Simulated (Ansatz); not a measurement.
# Nb2NF2 monolayer: a soft mode frozen in, part 2 of 3

Wanted: the energy along a soft mode of Nb2NF2 monolayer and the structure at the end.

Ansatz 0.2.0; DFT PBE, scalar-relativistic, plane waves, PAW; PAW set soft_1.

So far, highest frequency on the path or at a solved wavevector (cm⁻¹): step 2 (response at finite wavevector) 642. Also lowest frequency on the path (cm⁻¹): step 2 -164.

**5. Energy along the mode, all amplitudes (two of the runs are shown above)**

An imaginary frequency means negative curvature, so the energy should fall and then rise again as anharmonic terms take over.

This step gave:

| Property | Result |
| --- | --- |
| depth at the lowest point sampled | 11.16 meV/atom |
| largest atomic shift at that point | 0.22 Å |

The energy from the parent by largest atomic shift:

| largest atomic shift (Å) | energy from the parent (meV/atom) |
| --- | --- |
| 0.000 | 0 |
| 0.040 | -0.625 |
| 0.080 | -2.42 |
| 0.140 | -6.57 |
| 0.220 | -11.2 |
| 0.320 | -6.13 |
| 0.450 | 33.6 |

Displacement at unit largest shift by atom:

| atom | x (Å) | y (Å) | z (Å) | size |
| --- | --- | --- | --- | --- |
| N1 | 0.00 | 0.20 | 0.98 | 1.00 |
| N2 | 0.00 | -0.20 | -0.98 | 1.00 |
| Nb3 | 0.00 | -0.36 | 0.03 | 0.36 |
| Nb4 | 0.00 | 0.36 | -0.03 | 0.36 |
| Nb5 | 0.00 | 0.36 | -0.03 | 0.36 |
| Nb6 | 0.00 | -0.36 | 0.03 | 0.36 |
| F7 | 0.00 | -0.04 | 0.31 | 0.31 |
| F8 | 0.00 | 0.04 | -0.31 | 0.31 |
| F9 | 0.00 | 0.04 | -0.31 | 0.31 |
| F10 | 0.00 | -0.04 | 0.31 | 0.31 |

The lowest of the steps tried is at 0.22 Å, 11.2 meV/atom below the parent; the bottom of the well need not coincide with a step.

**6. Relaxing from the distorted cell**

Starting from the lowest point found, all atoms and the cell are let go, so that strain and other modes of the same symmetry can join in.

File input.yaml:

```yaml
crystal:
  lattice:
    - [3.2736513786, 0.0, 0.0]
    - [0.0, 5.670130514, 0.0]
    - [0.0, 0.0, 33.2]
  atoms:
    - { symbol: "N", position: [0.5, 0.5079700281, 0.307690016] }
    - { symbol: "N", position: [0.0, -0.0079700281, 0.2947196225] }
    - { symbol: Nb, position: [1.0, 0.3193903113, 0.3320492818] }
    - { symbol: Nb, position: [0.5, 0.8472763553, 0.3315952873] }
    - { symbol: Nb, position: [0.5, 0.1806096887, 0.2703603567] }
    - { symbol: Nb, position: [0.0, 0.6527236447, 0.2708143512] }
    - { symbol: F, position: [0.5, 0.1650022219, 0.3735699623] }
    - { symbol: F, position: [0.0, 0.6683311115, 0.3694324187] }
    - { symbol: F, position: [1.0, 0.3349977781, 0.2288396763] }
    - { symbol: F, position: [0.5, 0.8316688885, 0.2329772198] }
  periodic: [true, true, false]
kpoints:
  mp_grid: { grid: [12, 6, 1] }
hamiltonian:
  xc: pbe
  pseudopotentials: { kind: paw, azcp: { folder: soft_1 } }
scf:
  occupations: { method: methfessel_paxton, width: 0.2 }
output:
  forces: true
  stress: true
  eigenvalues: true
  write_density: true
  write_potential: true
  elf: true
  volumetric_format: npy
relax:
  adjacent_minimum: "off"
  f_tol: 0.002
  max_steps: 120
  cell: { stress_2d_tol: 0.005 }
```

Launch:

```bash
ansatz run input.yaml --threads 4 --pin off --max-ram 16384MiB --backend cpu --events-out ev --progress --plain --runs-dir out
```

Numbers of over 12 decimals in the logs are rounded to 6 here.

The program printed:

```text
[...]
Crystal: 10 atoms, lattice volume = 616.259 Å³
Basis set: ecut = 420 eV, 12075 PW (Γ), exchange–correlation on 48×80×450 points (8 copies of the dense FFT grid, shifted against one another)
Bands: 55, of which v1, the nominal top of the filled ones, is band 45 counted from 1 (44 counted from 0)
Symmetry: 4 space group operations
[...]
k-points: 28 of 72
[...]
SCF iter   1: F=—  HF=-22228.840299 eV  |F-HF|=—  |Δ(HF+E_count)|=         —  Δρ=7.23e-2  dr2=4.28e1  ethr=3.10e-3  ⟨swp⟩=9.9  Hψ=9880  notcnv=0
[...]
SCF iter  10: F=-22217.312033 eV  HF=-22217.312033 eV  |F-HF|=3.09e-7  |Δ(HF+E_count)|=   1.16e-6  S|Δr|=    0.00e0  Δρ=2.23e-6  dr2=1.67e-8  ethr=1.11e-10  ⟨swp⟩=32.8  Hψ=20083  notcnv=0
SCF 1 converged in 10 iterations: F = -22217.312033 eV  dr2 = 1.67e-8
[...]
relax step   1: F+E_penalty+E_count = -22217.31203325 eV  Δ(F+E_penalty+E_count) = +0.000e0 eV  max|allowed force component| = 6.957e-1 eV/Å  Δτ_max = 0.0000 Å  P = -1.610 N/m  Ω = 616.259 Å³  fix = [c, alpha, beta]  reactions: c +0.000 N/m; alpha +0.000 N/m/rad  (10 SCF iters, dr2 threshold 1.00e-7 eV, accepted)
Crystal: 10 atoms, lattice volume = 592.701 Å³
Basis set: ecut = 420 eV, 11687 PW (Γ), exchange–correlation on 48×80×450 points (8 copies of the dense FFT grid, shifted against one another)
[...]
iter 1 solved again at ethr=1.98e-4 eV; its pass at ethr=3.10e-3 eV (dr2=1.78e-1 eV) is discarded
[...]
SCF iter   6: F=-22217.408399 eV  HF=-22217.408396 eV  |F-HF|=3.46e-6  |Δ(HF+E_count)|=   1.17e-6  S|Δr|=    0.00e0  Δρ=1.87e-5  dr2=8.49e-7  ethr=1.11e-9  ⟨swp⟩=27.6  Hψ=23211  notcnv=0
the search or the solves at the SCF's close seem to have found levels that the self-consistency loop had missed (the run counts 1). By its estimate they hold under 1e-12 electrons; where the run keeps them, the occupations were computed again with them
SCF 2 converged in 6 iterations: F = -22217.408399 eV  dr2 = 8.49e-7
relax step   2: F+E_penalty+E_count = -22217.40839917 eV  Δ(F+E_penalty+E_count) = -9.637e-2 eV  max|allowed force component| = 7.325e-1 eV/Å  Δτ_max = 0.1311 Å  P = -0.590 N/m  Ω = 592.701 Å³  energy of the carried Pulay correction = +9.092e-3 eV  fix = [c, alpha, beta]  reactions: c +0.000 N/m; alpha +0.000 N/m/rad  (6 SCF iters, dr2 threshold 1.00e-6 eV, accepted)
Crystal: 10 atoms, lattice volume = 592.331 Å³
[...]
SCF iter   6: F=-22217.465195 eV  HF=-22217.465195 eV  |F-HF|=6.97e-7  |Δ(HF+E_count)|=   1.47e-6  S|Δr|=    0.00e0  Δρ=1.20e-5  dr2=5.05e-7  ethr=1.11e-9  ⟨swp⟩=26.8  Hψ=21224  notcnv=0
[...]
SCF 3 converged in 6 iterations: F = -22217.465195 eV  dr2 = 5.05e-7
  Residual-converged pass: ⟨swp⟩=1.0  Hψ=1652  notcnv=0  max |occ|·‖R‖ = 7.1e-9 eV (tolerance 1.0e-8 eV)  dr2=5.05e-7  dr2_onsite=2.74e-8  max |Δocc| = 7.2e-11
relax step   3: F+E_penalty+E_count = -22217.46519543 eV  Δ(F+E_penalty+E_count) = -5.680e-2 eV  max|allowed force component| = 3.612e-1 eV/Å  Δτ_max = 0.0372 Å  P = -0.308 N/m  Ω = 592.331 Å³  energy of the carried Pulay correction = +9.238e-3 eV  fix = [c, alpha, beta]  reactions: c -0.000 N/m; alpha +0.000 N/m/rad  (6 SCF iters, dr2 threshold 1.00e-6 eV, accepted)
[... from here on, the SCF cycles and remarks between the steps are left out ...]
relax step   4: F+E_penalty+E_count = -22217.48204112 eV  Δ(F+E_penalty+E_count) = -1.685e-2 eV  max|allowed force component| = 2.094e-1 eV/Å  Δτ_max = 0.0258 Å  P = +0.094 N/m  Ω = 591.277 Å³  energy of the carried Pulay correction = +9.653e-3 eV  fix = [c, alpha, beta]  reactions: c +0.000 N/m; alpha +0.000 N/m/rad  (5 SCF iters, dr2 threshold 1.00e-6 eV, accepted)
relax step   5: F+E_penalty+E_count = -22217.48903386 eV  Δ(F+E_penalty+E_count) = -6.993e-3 eV  max|allowed force component| = 5.821e-2 eV/Å  Δτ_max = 0.0167 Å  P = +0.092 N/m  Ω = 590.614 Å³  energy of the carried Pulay correction = +9.915e-3 eV  fix = [c, alpha, beta]  reactions: c -0.000 N/m; alpha -0.000 N/m/rad  (5 SCF iters, dr2 threshold 1.00e-6 eV, accepted)
relax step   6: F+E_penalty+E_count = -22217.48967324 eV  Δ(F+E_penalty+E_count) = -6.394e-4 eV  max|allowed force component| = 5.691e-3 eV/Å  Δτ_max = 0.0040 Å  P = +0.012 N/m  Ω = 590.632 Å³  energy of the carried Pulay correction = +9.908e-3 eV  fix = [c, alpha, beta]  reactions: c -0.000 N/m; alpha +0.000 N/m/rad  (5 SCF iters, dr2 threshold 2.12e-7 eV, accepted)
relax step   7: F+E_penalty+E_count = -22217.48972331 eV  Δ(F+E_penalty+E_count) = -5.007e-5 eV  max|allowed force component| = 2.455e-3 eV/Å  Δτ_max = 0.0018 Å  P = -0.002 N/m  Ω = 590.550 Å³  energy of the carried Pulay correction = +9.940e-3 eV  fix = [c, alpha, beta]  reactions: c -0.000 N/m; alpha -0.000 N/m/rad  (6 SCF iters, dr2 threshold 2.02e-9 eV, accepted)
relax step   8: F+E_penalty+E_count = -22217.48972084 eV  Δ(F+E_penalty+E_count) = +2.466e-6 eV  max|allowed force component| = 2.124e-3 eV/Å  Δτ_max = 0.0006 Å  P = -0.001 N/m  Ω = 590.565 Å³  energy of the carried Pulay correction = +9.934e-3 eV  fix = [c, alpha, beta]  reactions: c -0.000 N/m; alpha -0.000 N/m/rad  (5 SCF iters, dr2 threshold 3.77e-10 eV, accepted)
relax step   9: F+E_penalty+E_count = -22217.48971310 eV  Δ(F+E_penalty+E_count) = +7.743e-6 eV  max|allowed force component| = 1.011e-3 eV/Å  Δτ_max = 0.0006 Å  P = -0.002 N/m  Ω = 590.588 Å³  energy of the carried Pulay correction = +9.925e-3 eV  fix = [c, alpha, beta]  reactions: c +0.000 N/m; alpha -0.000 N/m/rad  (5 SCF iters, dr2 threshold 2.82e-10 eV, accepted)
relax step  10: F+E_penalty+E_count = -22217.48972455 eV  Δ(F+E_penalty+E_count) = -1.145e-5 eV  max|allowed force component| = 1.052e-3 eV/Å  Δτ_max = 0.0002 Å  P = +0.001 N/m  Ω = 590.561 Å³  energy of the carried Pulay correction = +9.936e-3 eV  fix = [c, alpha, beta]  reactions: c +0.000 N/m; alpha -0.000 N/m/rad  (6 SCF iters, dr2 threshold 4.09e-11 eV, accepted)
relax step  11: F+E_penalty+E_count = -22217.48269147 eV  Δ(F+E_penalty+E_count) = +7.033e-3 eV  max|allowed force component| = 1.098e-3 eV/Å  Δτ_max = 0.0000 Å  P = -0.106 N/m  Ω = 590.561 Å³  fix = [c, alpha, beta]  reactions: c +0.000 N/m; alpha +0.000 N/m/rad  stress off target by 1.13e-1 N/m on what of the cell is left free  SCF on the basis re-selected at this cell (its energy is not comparable with the rows above)  (9 SCF iters)
relax step  12: F+E_penalty+E_count = -22217.48297611 eV  Δ(F+E_penalty+E_count) = -2.846e-4 eV  max|allowed force component| = 2.399e-3 eV/Å  Δτ_max = 0.0017 Å  P = -0.017 N/m  Ω = 590.001 Å³  energy of the carried Pulay correction = +2.204e-4 eV  fix = [c, alpha, beta]  reactions: c -0.000 N/m; alpha +0.000 N/m/rad  (5 SCF iters, dr2 threshold 1.47e-8 eV, accepted)
relax step  13: F+E_penalty+E_count = -22217.48302602 eV  Δ(F+E_penalty+E_count) = -4.991e-5 eV  max|allowed force component| = 1.564e-3 eV/Å  Δτ_max = 0.0004 Å  P = -0.001 N/m  Ω = 589.883 Å³  energy of the carried Pulay correction = +2.669e-4 eV  fix = [c, alpha, beta]  reactions: c -0.000 N/m; alpha +0.000 N/m/rad  (5 SCF iters, dr2 threshold 4.49e-10 eV, accepted)
relax step  14: F+E_penalty+E_count = -22217.48273497 eV  Δ(F+E_penalty+E_count) = +2.910e-4 eV  max|allowed force component| = 1.565e-3 eV/Å  Δτ_max = 0.0000 Å  P = -0.004 N/m  Ω = 589.883 Å³  fix = [c, alpha, beta]  reactions: c +0.000 N/m; alpha +0.000 N/m/rad  stress off target by 5.50e-3 N/m on what of the cell is left free  SCF on the basis re-selected at this cell (its energy is not comparable with the rows above)  (7 SCF iters)
relax step  15: F+E_penalty+E_count = -22217.48274580 eV  Δ(F+E_penalty+E_count) = -1.082e-5 eV  max|allowed force component| = 8.632e-4 eV/Å  Δτ_max = 0.0001 Å  P = +0.000 N/m  Ω = 589.857 Å³  energy of the carried Pulay correction = +1.047e-5 eV  fix = [c, alpha, beta]  reactions: c -0.000 N/m; alpha +0.000 N/m/rad  (6 SCF iters, dr2 threshold 3.45e-11 eV, accepted)
[...]
SCF iter   8: F=-22217.482739 eV  HF=-22217.482739 eV  |F-HF|=6.18e-11  |Δ(HF+E_count)|=  9.09e-11  S|Δr|=    0.00e0  Δρ=6.02e-9  dr2=2.17e-13  ethr=1.00e-12  ⟨swp⟩=10.4  Hψ=11119  notcnv=0
SCF 16 converged in 8 iterations: F = -22217.482739 eV  dr2 = 2.17e-13
relax step  16: F+E_penalty+E_count = -22217.48273866 eV  Δ(F+E_penalty+E_count) = +7.139e-6 eV  max|allowed force component| = 8.637e-4 eV/Å  Δτ_max = 0.0000 Å  P = +0.000 N/m  Ω = 589.857 Å³  fix = [c, alpha, beta]  reactions: c +0.000 N/m; alpha +0.000 N/m/rad  stress off target by 1.50e-3 N/m on what of the cell is left free  SCF on the basis re-selected at this cell (its energy is not comparable with the rows above)  (8 SCF iters)
[...]
WARN: The output density's exchange-correlation potential varies sharply where the density is thin. Do not read a vacuum level from v_tot or v_xc, or from such a field of the output density. On a cell that repeats whose density bears no net charge and no dipole along the vacuum's axis use v_es (v_loc + v_h of the components); under efield.dipole_correction with no amplitude use v_es + v_field, which holds any externa [...]
SCF converged after 8 iterations
[...]
Free energy (F): -22217.482739 eV
[...]
Internal energy: -22217.486720 eV  (E = F + TS)
E sigma→0 (E₀):  -22217.483734 eV
Entropy (-TS):   0.003982 eV (0.398 meV/atom)
Fermi energy:    -4.126754 eV
[...]
--- Forces (eV/Å), atoms counted from 1 ---
  atom   1  N      0.00000000     0.00086374     0.00009973
  atom   2  N      0.00000000    -0.00086374    -0.00009973
  atom   3  Nb     0.00000000    -0.00037500     0.00002718
  atom   4  Nb     0.00000000    -0.00007826     0.00024021
  atom   5  Nb     0.00000000     0.00037500    -0.00002718
  atom   6  Nb     0.00000000     0.00007826    -0.00024021
  atom   7  F      0.00000000    -0.00009698    -0.00006962
  atom   8  F      0.00000000    -0.00010866     0.00017390
  atom   9  F      0.00000000     0.00009698     0.00006962
  atom  10  F      0.00000000     0.00010866    -0.00017390
  max |Σ_I F_I| component: 1.36e-19 eV/Å
--- 2D stress c σ (N/m, compression-positive) ---
        0.001499       0.000000       0.000000
        0.000000      -0.000890      -0.000000
        0.000000      -0.000000      -0.000000
  P = ½ c Tr σ = 0.0003 N/m
--- Band table (eV; the first three rows and the last of 28) ---
  k-point 0: bands = [... 41 lower, -6.0899, -5.7652, -4.9072, -4.1965, -4.1691, -3.3498, -3.0560, -3.0439, ... 6 higher]
  k-point 1: bands = [... 41 lower, -6.0051, -5.9961, -4.9431, -4.7109, -3.8787, -3.5039, -3.0262, -2.9751, ... 6 higher]
  k-point 2: bands = [... 41 lower, -6.3580, -5.7347, -5.1672, -4.9341, -4.6021, -3.2340, -3.1420, -3.0358, ... 6 higher]
  k-point 27: bands = [... 41 lower, -7.5494, -3.8026, -3.8026, -3.5491, -3.5491, -3.3276, -3.3276, -2.1285, ... 6 higher]
--- Relaxed structure (13 steps of the walk, 13 accepted, 3 SCFs on fresh bases) ---
  F+E_penalty+E_count = -22217.48273866 eV   max|allowed force component| = 8.637e-4 eV/Å   (the final SCF, on the basis selected at the relaxed cell)
  cell:  # Å, volume = 589.8565 Å³
    - [3.216226, 0.0, 0.0]
    - [0.0, 5.524102, 0]
    - [0.0, 0, 33.2]
  atoms:
    - { symbol: N, position: [0.500000, 0.510526, 0.310237] }
    - { symbol: N, position: [0, -0.010526, 0.292173] }
    - { symbol: Nb, position: [1.000000, 0.311088, 0.334386] }
    - { symbol: Nb, position: [0.500000, 0.864887, 0.332653] }
    - { symbol: Nb, position: [0.500000, 0.188912, 0.268024] }
    - { symbol: Nb, position: [0, 0.635113, 0.269757] }
    - { symbol: F, position: [0.500000, 0.170912, 0.377223] }
    - { symbol: F, position: [0, 0.679552, 0.370483] }
    - { symbol: F, position: [1.000000, 0.329088, 0.225187] }
    - { symbol: F, position: [0.500000, 0.820448, 0.231927] }
```

It took 6 min on 4 threads of Arm Neoverse V2, shared host; peak memory 1.6 GiB.

The steps of the relaxation:

| step | energy less that of the first step (eV) | largest force component (eV/Å) | volume (Å³) |
| --- | --- | --- | --- |
| 1 | 0.0000 | 0.6957 | 616.26 |
| 2 | -0.0964 | 0.7325 | 592.70 |
| 3 | -0.1532 | 0.3612 | 592.33 |
| 4 | -0.1700 | 0.2094 | 591.28 |
| 5 | -0.1770 | 0.0582 | 590.61 |
| 6 | -0.1776 | 0.0057 | 590.63 |
| 7 | -0.1777 | 0.0025 | 590.55 |
| 8 | -0.1777 | 0.0021 | 590.56 |
| 9 | -0.1777 | 0.0010 | 590.59 |
| 10 | -0.1777 | 0.0011 | 590.56 |
| 11* | -0.1707 | 0.0011 | 590.56 |
| 12 | -0.1709 | 0.0024 | 590.00 |
| 13 | -0.1710 | 0.0016 | 589.88 |
| 14* | -0.1707 | 0.0016 | 589.88 |
| 15 | -0.1707 | 0.0009 | 589.86 |
| 16* | -0.1707 | 0.0009 | 589.86 |

Relaxation steps marked * repeat the geometry before them on a plane-wave basis chosen anew for their cell, so energy and pressure can jump there.

Forces are held to the 4 operations that the run works with; a distortion that breaks them can't arise in this run.

| cell as run | before | after | change |
| --- | --- | --- | --- |
| a (Å) | 3.274 | 3.216 | -1.8 % |
| b (Å) | 5.670 | 5.524 | -2.6 % |

The atoms that moved most (Å, along periodic axes as changes of fractional coordinates times the final cell, across vacuum about the mean position):

| atom | dx | dy | dz | length |
| --- | --- | --- | --- | --- |
| F9 | 0.000 | -0.033 | -0.121 | 0.126 |
| F7 | 0.000 | 0.033 | 0.121 | 0.126 |
| Nb6 | 0.000 | -0.097 | -0.035 | 0.103 |
| Nb4 | 0.000 | 0.097 | 0.035 | 0.103 |
| Nb3 | 0.000 | -0.046 | 0.078 | 0.090 |
| Nb5 | 0.000 | 0.046 | -0.078 | 0.090 |
| N2 | 0.000 | -0.014 | -0.085 | 0.086 |
| N1 | 0.000 | 0.014 | 0.085 | 0.086 |

The relaxed structure:

```xyz
10
Lattice="3.2162 0.0000 0.0000 0.0000 5.5241 0.0000 0.0000 0.0000 33.2000" Properties=species:S:1:pos:R:3
N     1.6081    2.8202   10.2999
N     0.0000   -0.0581    9.7001
Nb    3.2162    1.7185   11.1016
Nb    1.6081    4.7777   11.0441
Nb    1.6081    1.0436    8.8984
Nb    0.0000    3.5084    8.9559
F     1.6081    0.9441   12.5238
F     0.0000    3.7539   12.3000
F     3.2162    1.8179    7.4762
F     1.6081    4.5322    7.7000
```

Numbers from this step:

```yaml
area_per_atom: 1.777 Å²
```

(Continued in part 3 of 3.)

[Logs are printed without paths, hosts, clocks, repeated set-up lines and the standing remarks that a program may print on its own settings, such as how far it seeks lower states.]

[Hosts, paths, dates, database ids (printed as entryN), source tags and the programs' standing remarks are cut or masked in the printed files.]
